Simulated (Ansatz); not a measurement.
# What AgGeF3 (model cell, started as cubic perovskite with Ge in the octahedra) distorts into, part 3 of 3

Wanted: the energy along a soft mode of AgGeF3 (model cell, started as cubic perovskite with Ge in the octahedra) and the structure at the end.

Ansatz 0.2.0; DFT PBEsol, scalar-relativistic, plane waves, PAW; PAW set soft_1.

So far. Step 4 (The mode frozen in, largest atomic shift 0.22 Å): The run ends at a pressure of 1.87 GPa, with forces up to 0.47 eV/Å. Step 5 (Energy along the mode, all amplitudes (two of the runs …): The lowest of the steps tried is at 0.22 Å, 9.36 meV/atom below the parent; the bottom of the well need not coincide with a step.

The structure was built from a prototype and need not be the compound's stable phase.

### Step 7. The new phase in its own primitive cell

The relaxed structure is symmetrised, reduced to its primitive cell and relaxed tightly, as its phonons need.

Contents of input.yaml:

```yaml
crystal:
  lattice:
    - [4.0352176117, -2.3713077298, 0.0]
    - [4.0352176117, 2.3713077298, 0.0]
    - [0.0, 0.0, 8.3819161641]
  atoms:
    - { symbol: Ag, position: [0.0, 0.0, 0.0] }
    - { symbol: Ag, position: [0.0, 0.0, 0.5] }
    - { symbol: Ge, position: [0.4271056155, 0.5728943845, 0.25] }
    - { symbol: Ge, position: [0.5728943845, 0.4271056155, 0.75] }
    - { symbol: F, position: [0.5, 0.5, 0.0] }
    - { symbol: F, position: [0.5, 0.5, 0.5] }
    - { symbol: F, position: [0.5455445375, 0.1390566317, 0.25] }
    - { symbol: F, position: [0.4544554625, 0.8609433683, 0.75] }
    - { symbol: F, position: [0.8609433683, 0.4544554625, 0.25] }
    - { symbol: F, position: [0.1390566317, 0.5455445375, 0.75] }
kpoints:
  mp_grid: { grid: [6, 6, 4] }
hamiltonian:
  xc: pbesol
  pseudopotentials: { kind: paw, azcp: { folder: soft_1 }, xc_functional: pbe }
scf:
  occupations: { method: fixed }
output:
  forces: true
  stress: true
  eigenvalues: true
relax:
  adjacent_minimum: "off"
  f_tol: 0.001
  max_steps: 60
  cell: { stress_tol: 0.01 }
```

Run with:

```console
$ ansatz run input.yaml --threads 4 --pin off --max-ram 16384MiB --backend cpu --events-out ev --progress --plain --runs-dir out
```

Numbers of over 12 decimals in the logs are rounded to 6 here.

The program printed:

```text
[...]
Crystal: 10 atoms, lattice volume = 160.409 Å³
Basis set: ecut = 420 eV, 3111 PW (Γ), exchange–correlation on 64×64×120 points (8 copies of the dense FFT grid, shifted against one another)
Bands: 65, of which v1, the nominal top of the filled ones, is band 54 counted from 1 (53 counted from 0)
Symmetry: 8 space group operations
[...]
k-points: 39 of 144
[...]
- { symbol: Ag, position: [0, 0, 0.5] }
    - { symbol: Ge, position: [0.427041, 0.572959, 0.25] }
    - { symbol: Ge, position: [0.572959, 0.427041, 0.75] }
    - { symbol: F, position: [0.5, 0.5, 0.0] }
    - { symbol: F, position: [0.5, 0.5, 0.5] }
    - { symbol: F, position: [0.545572, 0.139294, 0.25] }
    - { symbol: F, position: [0.454428, 0.860706, 0.75] }
    - { symbol: F, position: [0.860706, 0.454428, 0.25] }
    - { symbol: F, position: [0.139294, 0.545572, 0.75] }
[key lines of the parts left out:]
SCF converged after 5 iterations
Free energy (F): -28353.094153 eV
Fermi energy:    5.626630 eV
P = ⅓ Tr σ = 0.0012 GPa (0.012 kbar)
```

Run time: 44 s. Hardware: 4 threads of Arm Neoverse V2, shared host; peak memory 0.67 GiB; 2.9 min of CPU time.

The steps of the relaxation:

```csv
step,energy less that of the first step (eV),largest force component (eV/Å),pressure (GPa),volume (Å³)
1,0.0000,0.0017,0.01,160.41
2,0.0001,0.0016,0.00,160.46
3,0.0001,0.0003,0.00,160.47
4*,0.0000,0.0003,0.00,160.47
5,0.0001,0.0011,0.00,160.51
6,0.0010,0.1381,0.23,160.52
7,0.0001,0.0000,0.00,160.55
8*,0.0000,0.0000,0.00,160.55
```

Relaxation steps marked * repeat the geometry before them on a plane-wave basis chosen anew for their cell, so energy and pressure can jump there. Relaxation step 6 was tried and not accepted.

The run keeps the 8 symmetry operations that it works with, so distortions that break them were not tested.

```csv
"conventional cell, symmetrised",before,after,change
a (Å),8.070,8.079,+0.1 %
b (Å),4.743,4.742,-0.0 %
c (Å),8.382,8.382,+0.0 %
volume (Å³/atom),16.04,16.05,+0.1 %
```

Final coordinates:

```cif
data_structure
_symmetry_space_group_name_H-M 'P 1'
_symmetry_Int_Tables_number 1
_cell_length_a 4.6837
_cell_length_b 4.6837
_cell_length_c 8.3824
_cell_angle_alpha 90.000
_cell_angle_beta 90.000
_cell_angle_gamma 60.820
_cell_volume 160.55
loop_
_atom_site_label
_atom_site_type_symbol
_atom_site_fract_x
_atom_site_fract_y
_atom_site_fract_z
_atom_site_occupancy
Ag1 Ag 0.00000 0.00000 0.00000 1
Ag2 Ag 0.00000 0.00000 0.50000 1
Ge3 Ge 0.42704 0.57296 0.25000 1
Ge4 Ge 0.57296 0.42704 0.75000 1
F5 F 0.50000 0.50000 0.00000 1
F6 F 0.50000 0.50000 0.50000 1
F7 F 0.54557 0.13929 0.25000 1
F8 F 0.45443 0.86071 0.75000 1
F9 F 0.86071 0.45443 0.25000 1
F10 F 0.13929 0.54557 0.75000 1
```

This step gave:

| Property | Result |
| --- | --- |
| pressure | 0.001151 GPa |
| volume per atom | 16.05 Å³ |
| direct gap on mesh | 2.850 eV |

The largest force component left is 0.018 meV/Å and the pressure is 0.001 GPa, within the tolerances set. The cell now holds 16.05 Å³/atom.

### Step 8. Modes of the new phase, k-mesh 6×6×4, occupations fixed

A relaxed structure may still be a saddle point, so its zone-centre modes are computed. The response to a homogeneous field gives the Born charges and the dielectric tensor.

Contents of input.yaml:

```yaml
crystal:
  lattice:
    - [4.0393270694, -2.3707969528, 0.0]
    - [4.0393270694, 2.3707969528, 0.0]
    - [0.0, 0.0, 8.3824104561]
  atoms:
    - { symbol: Ag, position: [0.0, 0.0, 0.0] }
    - { symbol: Ag, position: [0.0, 0.0, 0.5] }
    - { symbol: Ge, position: [0.4270408011, 0.5729591989, 0.25] }
    - { symbol: Ge, position: [0.5729591989, 0.4270408011, 0.75] }
    - { symbol: F, position: [0.5, 0.5, 0.0] }
    - { symbol: F, position: [0.5, 0.5, 0.5] }
    - { symbol: F, position: [0.5455717194, 0.1392940739, 0.25] }
    - { symbol: F, position: [0.4544282806, 0.8607059261, 0.75] }
    - { symbol: F, position: [0.8607059261, 0.4544282806, 0.25] }
    - { symbol: F, position: [0.1392940739, 0.5455717194, 0.75] }
kpoints:
  mp_grid: { grid: [6, 6, 4] }
hamiltonian:
  xc: pbesol
  pseudopotentials: { kind: paw, azcp: { folder: soft_1 }, xc_functional: pbe }
scf:
  occupations: { method: fixed }
output:
  eigenvalues: true
phonons:
  method: dfpt
  dielectric: true
  rigid_motions: translations
```

The program printed:

```text
[...]
Crystal: 10 atoms, lattice volume = 160.547 Å³
Basis set: ecut = 420 eV, 3111 PW (Γ), exchange–correlation on 64×64×120 points (8 copies of the dense FFT grid, shifted against one another)
Bands: 65, of which v1, the nominal top of the filled ones, is band 54 counted from 1 (53 counted from 0)
Symmetry: 8 space group operations
k-points: 76 of 144 (irreducible under 1 space group operation, time reversal used)
[...]
SCF iter   1: F=—  HF=-28370.446198 eV  |F-HF|=—  |Δ(HF+E_count)|=         —  Δρ=2.01e-1  dr2=6.29e1  ethr=3.10e-3  ⟨swp⟩=5.0  Hψ=15256  notcnv=0  defer=682
[...]
SCF iter  15: F=-28353.094153 eV  HF=-28353.094153 eV  |F-HF|=7.28e-12  |Δ(HF+E_count)|=  2.84e-10  Δρ=7.83e-8  dr2=8.97e-12  ethr=1.00e-12  ⟨swp⟩=13.7  Hψ=27814  notcnv=0
SCF 1 converged in 15 iterations: F = -28353.094153 eV  dr2 = 8.97e-12
[...]
NSCF: frozen V_eff on 2 k-points
DFPT response loops at Γ: preconditioner auto → none (the input reference at scf.mixing.eps_inf says where Resta's filter doesn't serve); β = 0.50; Broyden in place of MSR1
── the response to a field inside a basis, on 6×6×4 k-points: an SCF that follows is theirs, and a resumed run solves both again ──
Bands: 55, of which v1, the nominal top of the filled ones, is band 54 counted from 1 (53 counted from 0)
k-points: 24 of 144
[...]
Eigensolver: Dense (24 Hₖ)
SCF iter   1: F=—  HF=-28352.931213 eV  |F-HF|=—  |Δ(HF+E_count)|=         —  Δρ=5.66e-4  dr2=1.66e-4  ethr=1.00e-1
[...]
SCF iter   6: F=-28352.931251 eV  HF=-28352.931251 eV  |F-HF|=1.55e-8  |Δ(HF+E_count)|=   8.62e-8  Δρ=3.07e-6  dr2=2.26e-8  ethr=1.49e-10
SCF 1 converged in 6 iterations: F = -28352.931251 eV  dr2 = 2.26e-8
[...]
SCF converged after 15 iterations
Free energy (F): -28353.094153 eV
[...]
Internal energy: -28353.094153 eV  (E = F + TS)
E sigma→0 (E₀):  -28353.094153 eV
Fermi energy:    5.626630 eV
[...]
--- Band table (eV; the first three rows and the last of 76) ---
  k-point 0: bands = [... 50 lower, 3.4933, 3.5396, 3.7652, 4.1362, 7.4763, 8.5259, 11.2502, 11.5208, ... 7 higher]
  k-point 1: bands = [... 50 lower, 3.5012, 3.5344, 3.8487, 4.1244, 7.7013, 8.4497, 11.2849, 11.4056, ... 7 higher]
  k-point 2: bands = [... 50 lower, 3.5193, 3.5193, 4.0170, 4.0170, 8.1512, 8.1512, 11.1793, 11.1793, ... 7 higher]
  k-point 75: bands = [... 50 lower, 3.4843, 3.4843, 4.6352, 4.6352, 8.7075, 8.7075, 9.3912, 9.3912, ... 7 higher]
--- Phonons (Γ-DFPT): 12 representative perturbations + reference, on 76 of 144 k-points (Σ response iterations 48) ---
  k mesh reduced under 1 symmetry operation, with k and −k counted as one. Each operation leaves every solved perturbation unchanged. A smaller set is not considered because the run solves the response to a homogeneous field
  ASR residual: 7.452e-5 → 0.000e0 eV/Å²; symmetrization residual: 2.186e-5 eV/Å²
  ASR residual per site (eV/Å²): 7.45e-5 7.45e-5 6.73e-5 6.73e-5 5.74e-5 5.74e-5 5.64e-5 5.64e-5 5.64e-5 5.64e-5
  Γ frequencies (cm⁻¹): -133.37 -99.78 -75.96 -37.26 -17.24 0.00 0.00 0.00 31.55 45.58 68.26 76.30 84.46 127.31 139.65 142.99 151.19 155.68 178.06 219.86 238.65 249.59 262.31 284.82 309.66 350.81 469.67 470.01 514.71 515.73
  ε∞ (high-frequency dielectric tensor):
        2.738094    -0.000000     0.000000
       -0.000000     3.783268    -0.000000
        0.000000    -0.000000     4.738619
  softest optical mode at Γ: -133.37 cm⁻¹; the repairs (sum rule, projections) moved no ω² at Γ by more than (3.30 cm⁻¹)²
  Born effective charges Z* (e; rows j = field, columns β = displacement):
    site 0:
         0.80002   -0.00000   -0.00000
        -0.00000    1.54914    0.14873
        -0.00000    0.16710    1.57681
    site 1:
         0.80002   -0.00000    0.00000
        -0.00000    1.54914   -0.14873
         0.00000   -0.16710    1.57681
    site 2:
         2.24517   -0.00000    0.00000
        -0.00000    2.70199   -0.00000
         0.00000   -0.00000    3.32538
    site 3:
         2.24517   -0.00000    0.00000
        -0.00000    2.70199   -0.00000
         0.00000   -0.00000    3.32538
    site 4:
        -0.35759   -0.00000    0.00000
        -0.00000   -1.15407   -0.42828
         0.00000   -1.08267   -3.45954
    site 5:
        -0.35759   -0.00000   -0.00000
        -0.00000   -1.15407    0.42828
        -0.00000    1.08267   -3.45954
    site 6:
        -1.34380   -0.57481    0.00000
        -0.53767   -1.54853   -0.00000
         0.00000   -0.00000   -0.72132
    site 7:
        -1.34380   -0.57481    0.00000
        -0.53767   -1.54853   -0.00000
         0.00000   -0.00000   -0.72132
    site 8:
        -1.34380    0.57481   -0.00000
         0.53767   -1.54853   -0.00000
        -0.00000   -0.00000   -0.72132
    site 9:
        -1.34380    0.57481   -0.00000
         0.53767   -1.54853   -0.00000
        -0.00000   -0.00000   -0.72132
  Z* charge neutrality: 7.368e-3 e pre-enforcement
  solved inside a basis spanned on kpoints, on 6×6×4 k-points, its susceptibility summed on 12×12×6: ε∞ is read to err by 1.3e-2, Z* by 3.7e-2 e (field_mesh: kpoints solves on kpoints); Z* is corrected for what the basis lacks
  optical modes at Γ without the LO–TO term, one row a degenerate level:
      ω (cm⁻¹)  modes    IR ((D/Å)²/amu)
       -133.37      1            22.8819
        -99.78      1             0.0000
        -75.96      1             6.8662
        -37.26      1             0.5938
        -17.24      1             0.0000
         31.55      1             0.0010
         45.58      1             0.0000
[...]
optical modes at Γ + LO–TO along q̂ = [1.0000, 0.0000, 0.0000]:
      ω (cm⁻¹)  modes    IR ((D/Å)²/amu)
[...]
optical modes at Γ + LO–TO along q̂ = [0.0000, 1.0000, 0.0000]:
      ω (cm⁻¹)  modes    IR ((D/Å)²/amu)
[...]
optical modes at Γ + LO–TO along q̂ = [0.0000, 0.0000, 1.0000]:
      ω (cm⁻¹)  modes    IR ((D/Å)²/amu)
[...]
219.86      1             0.0000
        238.65      1             0.0006
        249.59      1             0.0000
        262.31      1             0.0000
        284.82      1             7.2151
        309.24      1             0.4375
        340.62      1            40.9956
        350.81      1             0.4144
        469.67      1             0.0000
        470.01      1            11.8436
        514.71      1             0.0000
        515.73      1            13.9181
```

Run time: 6.4 min. Hardware: 4 threads; peak memory 3.4 GiB; 25 min of CPU time.

Numbers from this step:

| Property | Result |
| --- | --- |
| sum-rule residual before enforcement | 7.45e-5 eV/Å² |
| miss of the charge sum rule | 0.007368 e |
| estimated error of the dielectric tensor | 0.01340 |
| estimated error of the Born charges | 0.03730 e |
| point group | mmm |
| highest optical mode at the zone centre (no LO-TO term) | 515.7 cm⁻¹ |
| lowest optical zone-centre mode | -133.4 cm⁻¹ |
| mean high-frequency dielectric constant | 3.753 |
| largest Born charge (third of the trace) | 2.758 e |
| top of the zone-centre spectrum with the field | 567.1 cm⁻¹ |

Patterns of degenerate modes are one choice out of their space. The modes at Γ (shares of kinetic energy by element, %) (negative means imaginary):

```csv
mode,frequency (cm⁻¹),symmetry,Ag %,Ge %,F %
1,-133.4,B1u,35,0,64
2,-99.8,Au,2,0,98
3,-76.0,B1u,35,4,62
4,-37.3,B3u,53,22,25
5,-17.2,Au,98,0,2
6,0.0,acoustic,45,31,24
7,0.0,acoustic,45,31,24
8,0.0,acoustic,45,31,24
9,31.6,B2u,96,1,3
10,45.6,B1g,0,53,47
11,68.3,B1u,31,62,6
12,76.3,Ag,0,50,50
13,84.5,B2u,41,21,39
14,127.3,B3u,1,1,98
15,139.7,B3g,0,43,57
16,143.0,B1g,0,29,71
17,151.2,B2g,0,0,100
18,155.7,B3u,0,29,71
19,178.1,B1u,50,0,49
20,219.9,Au,0,0,100
21,238.7,B2u,14,14,72
22,249.6,B3g,0,57,43
23,262.3,Ag,0,31,69
24,284.8,B2u,3,15,82
25,309.7,B1u,3,3,94
26,350.8,B2u,1,0,99
27,469.7,B1g,0,18,82
28,470.0,B3u,0,18,82
29,514.7,Ag,0,19,81
30,515.7,B2u,0,18,82
```

Displacements in mode 1 (-133.4 cm⁻¹), the largest set to 1:
```
Ag1  0.00  0.28 -0.27
Ag2  0.00 -0.28 -0.27
Ge3  0.00  0.00  0.03
Ge4  0.00  0.00  0.03
F5   0.00  0.69  1.00
F6   0.00 -0.69  1.00
F7   0.00  0.00  0.20
F8   0.00  0.00  0.20
F9   0.00  0.00  0.20
F10  0.00  0.00  0.20
```

Displacements in mode 15 (139.7 cm⁻¹), the largest set to 1:
```
Ag1  0.00  0.00  0.00
Ag2  0.00  0.00  0.00
Ge3  0.00  0.00 -0.63
Ge4  0.00  0.00  0.63
F5   0.00  0.00  0.00
F6   0.00  0.00  0.00
F7   0.00  0.00 -1.00
F8   0.00  0.00  1.00
F9   0.00  0.00 -1.00
F10  0.00  0.00  1.00
```

Optical modes at the zone centre, without and with the macroscopic field of the longitudinal modes; each column is sorted by frequency, so a row need not hold one and the same mode. Modes with and without the field, by row:

```csv
rank among optical modes,no field (cm⁻¹),"q along (1, 0, 0) (cm⁻¹)","q along (0, 1, 0) (cm⁻¹)","q along (0, 0, 1) (cm⁻¹)"
1,-133.4,-133.4,-133.4,-99.8
2,-99.8,-99.8,-99.8,-98.2
3,-76,-76,-76,-37.3
4,-37.3,-17.2,-37.3,-17.2
5,-17.2,19.4,-17.2,19
6,31.6,31.6,31.6,31.6
7,45.6,45.6,45.6,45.6
8,68.3,68.3,68.3,76.3
9,76.3,76.3,76.3,84.5
10,84.5,84.5,95.2,127.3
11,127.3,129,127.3,139.7
12,139.7,139.7,139.7,143
13,143,143,143,151.2
14,151.2,151.2,151.2,155.7
15,155.7,175.3,155.7,160
16,178.1,178.1,178.1,219.9
17,219.9,219.9,219.9,238.7
18,238.7,238.7,238.7,249.6
19,249.6,249.6,249.6,262.3
20,262.3,262.3,262.3,284.8
21,284.8,284.8,309.7,309.2
22,309.7,309.7,316.6,340.6
23,350.8,350.8,353.6,350.8
24,469.7,469.7,469.7,469.7
25,470,514.7,470,470
26,514.7,515.7,514.7,514.7
27,515.7,530,567.1,515.7
```

Born charge (rows field, columns displacement) (e), principal values of the symmetric part by kind of site:

```csv
atom,atoms with these values,low,middle,high,mean
Ag1,2,0.80,1.40,1.72,1.31
Ge3,2,2.25,2.70,3.33,2.76
F5,2,-3.69,-0.93,-0.36,-1.66
F7,4,-2.01,-0.88,-0.72,-1.20
```

In full for Ge3:

```
2.25 0.00 0.00
0.00 2.70 0.00
0.00 0.00 3.33
```

High-frequency dielectric tensor:

```
2.74 0.00 0.00
0.00 3.78 0.00
0.00 0.00 4.74
```

Transverse modes; imaginary modes are left out. Lines of the infrared spectrum (strongest = 100):

```csv
position (cm⁻¹),lines merged,relative intensity
32,1,0.0
46,1,0.0
68,1,58
76,1,0.0
84,1,6.2
127,1,1.4
140,1,0.0
143,1,0.0
151,1,0.0
156,1,11
178,1,34
220,1,0.0
239,1,0.0
250,1,0.0
262,1,0.0
285,1,52
310,1,0.1
351,1,3.0
470,2,85
515,1,0.0
516,1,100
```

Before it was imposed, the acoustic sum rule was missed by 7.5e-5 eV/Å² and the charge sum rule by 0.0074 e. Small misses are needed for a sound result but don't prove that mesh and cutoff are converged. The lowest optical mode is imaginary, 133.4i cm⁻¹, so the energy falls along it.

### Step 9. Summary of results

```json
{"unstable mode of the parent": "q = (0, 0, -0.5), 186i cm⁻¹", "depth at the lowest point sampled": "9.36 meV/atom", "largest atomic shift at that point": "0.22 Å", "space group reached (within 0.01 Å)": "Cmcm", "energy gained over the parent (first relaxation, on the mesh of the frozen mode)": "185 meV/atom", "volume per atom, phase reached": "16.1 Å³", "gap on the k-mesh, phase reached": "1.85 eV", "lowest optical zone-centre mode, phase reached": "-133 cm⁻¹", "highest optical mode at the zone centre (no LO-TO term), phase reached": "516 cm⁻¹"}
```

Along this mode the structure falls into Cmcm, 185 meV/atom below the parent. At the parent's cell the well is 9.359 meV/atom deep on the steps tried, with its lowest point at a shift of 0.22 Å. Relaxing atoms and cell changes the gain by +175.38 meV/atom against the lowest step (energies at zero smearing). Most of the total comes from this relaxation. The new phase still has an imaginary mode at the zone centre of its cell, so it is a saddle point on the way to a lower structure. Of the 6 patterns followed to their end from this parent, this one ends 132 meV/atom above the lowest, R3m. Each path keeps the symmetry of its pattern, so a lower phase may lie along a pattern not tried. With no gap, or one that is small against the smearing, the frequencies hang on the k mesh and the smearing, most of all near Kohn anomalies. The PAW files were made for PBE and serve the other functionals too. The starting cell was built on a prototype and not taken from a measurement, so the phase need not exist.

[Logs are printed without paths, hosts, clocks, repeated set-up lines and the standing remarks that a program may print on its own settings, such as how far it seeks lower states.]

[Hosts, paths, dates, database ids (printed as entryN), source tags and the programs' standing remarks are cut or masked in the printed files.]
